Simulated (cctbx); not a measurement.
# Interatomic vectors of YbTlCdS3

Space group Pnma (no. 62), a = 10.6250 Å, b = 4.0490 Å, c = 13.6150 Å, α = 90.00°, β = 90.00°, γ = 90.00°, content Tl4 Yb4 Cd4 S12.

The data are simulated with cctbx, not measured: Cu Kα, λ = 1.54184 Å, to d = 0.83 Å, 50 % of the full sphere, strongest reflection 70000 counts, noise from counting, a 2 % proportional error and a noise floor of 2 counts (s.d.); no absorption, some extinction.

Patterson synthesis, origin scaled to 1000:

```text
Patterson group P m m m
      u       v       w   height  length (A)
  0.000   0.000   0.000   1000.0     0.00
  0.000   0.500   0.500    643.5     7.10
  0.248   0.500   0.000    392.9     3.33
  0.236   0.000   0.500    321.8     7.26
  0.500   0.000   0.042    311.6     5.34
  0.500   0.500   0.283    236.7     6.87
  0.000   0.500   0.228    223.9     3.71
  0.500   0.500   0.500    214.7     8.87
  0.500   0.500   0.461    204.9     8.47
  0.250   0.000   0.257    162.4     4.39
  0.500   0.000   0.216    157.7     6.07
  0.000   0.000   0.275    138.5     3.74
  0.500   0.000   0.500    136.5     8.64
  0.211   0.500   0.252     97.6     4.57
```

Q: Assign the vectors.

A peak at u stands for all pairs with xi − xj = u, with weight Σ ZiZj against Σ Z² = 58132 at the origin. Peak heights follow these weights only roughly, since form factors, motion and series ripples differ, all vectors within 0.55 Å of a peak are counted as merged into it though the farther ones add only part of their weight, and F(000) is left out, which lowers the whole map:

| u | v | w | shortest length (Å) | height | 1000 ΣZiZj/ΣZ² | pairs in the cell |
| --- | --- | --- | --- | --- | --- | --- |
| 0.000 | 0.500 | 0.500 | 7.10 | 644 | 1000 | 4 × Tl–Tl, 4 × Yb–Yb, 4 × Cd–Cd, 12 × S–S |
| 0.248 | 0.500 | 0.000 | 3.32 | 393 | 780 | 8 × Tl–Yb |
| 0.236 | 0.000 | 0.500 | 7.25 | 322 | 390 | 4 × Tl–Yb |
| 0.500 | 0.000 | 0.042 | 5.34 | 312 | 394 | 2 × Tl–Tl, 2 × Yb–Yb |
| 0.500 | 0.500 | 0.283 | 6.87 | 237 | 268 | 4 × Tl–Cd |
| 0.000 | 0.500 | 0.228 | 3.71 | 224 | 268 | 4 × Tl–Cd |
| 0.500 | 0.500 | 0.500 | 8.87 | 215 | 337 | 4 × Yb–Yb |
| 0.500 | 0.500 | 0.461 | 8.47 | 205 | 226 | 2 × Tl–Tl |
| 0.250 | 0.000 | 0.257 | 4.39 | 162 | 231 | 4 × Yb–Cd |
| 0.500 | 0.000 | 0.216 | 6.07 | 158 | 268 | 4 × Tl–Cd |

The table stops at ten peaks or at a height of 45, below which ripples compete. In the model behind the data Tl, the heaviest element, has 1 independent site: (0.7406, 1/4, 0.2760), up to an allowed shift of origin; the Tl–Tl vectors are differences of these positions and their symmetry mates. Elements of similar Z can't be told apart from the map alone. The whole model:

| atom | mult. | x | y | z | Ueq (Å²) |
| --- | --- | --- | --- | --- | --- |
| Tl1 | 4 | 0.7406 | 1/4 | 0.2760 | 0.0184 |
| Yb1 | 4 | 0.5118 | 1/4 | 0.7597 | 0.0163 |
| Cd1 | 4 | 0.2755 | 1/4 | 0.4945 | 0.0220 |
| S1 | 4 | 0.7642 | 1/4 | 0.6664 | 0.0391 |
| S2 | 4 | 0.9092 | 1/4 | 0.3964 | 0.0386 |
| S3 | 4 | 0.5555 | 1/4 | 0.3845 | 0.0273 |

The model was made for the exercise: a known structure type with other elements put in, its volume estimated, not relaxed; displacement parameters are assumed.

[Logs are printed without paths, hosts, clocks, repeated set-up lines and the standing remarks that a program may print on its own settings, such as how far it seeks lower states.]
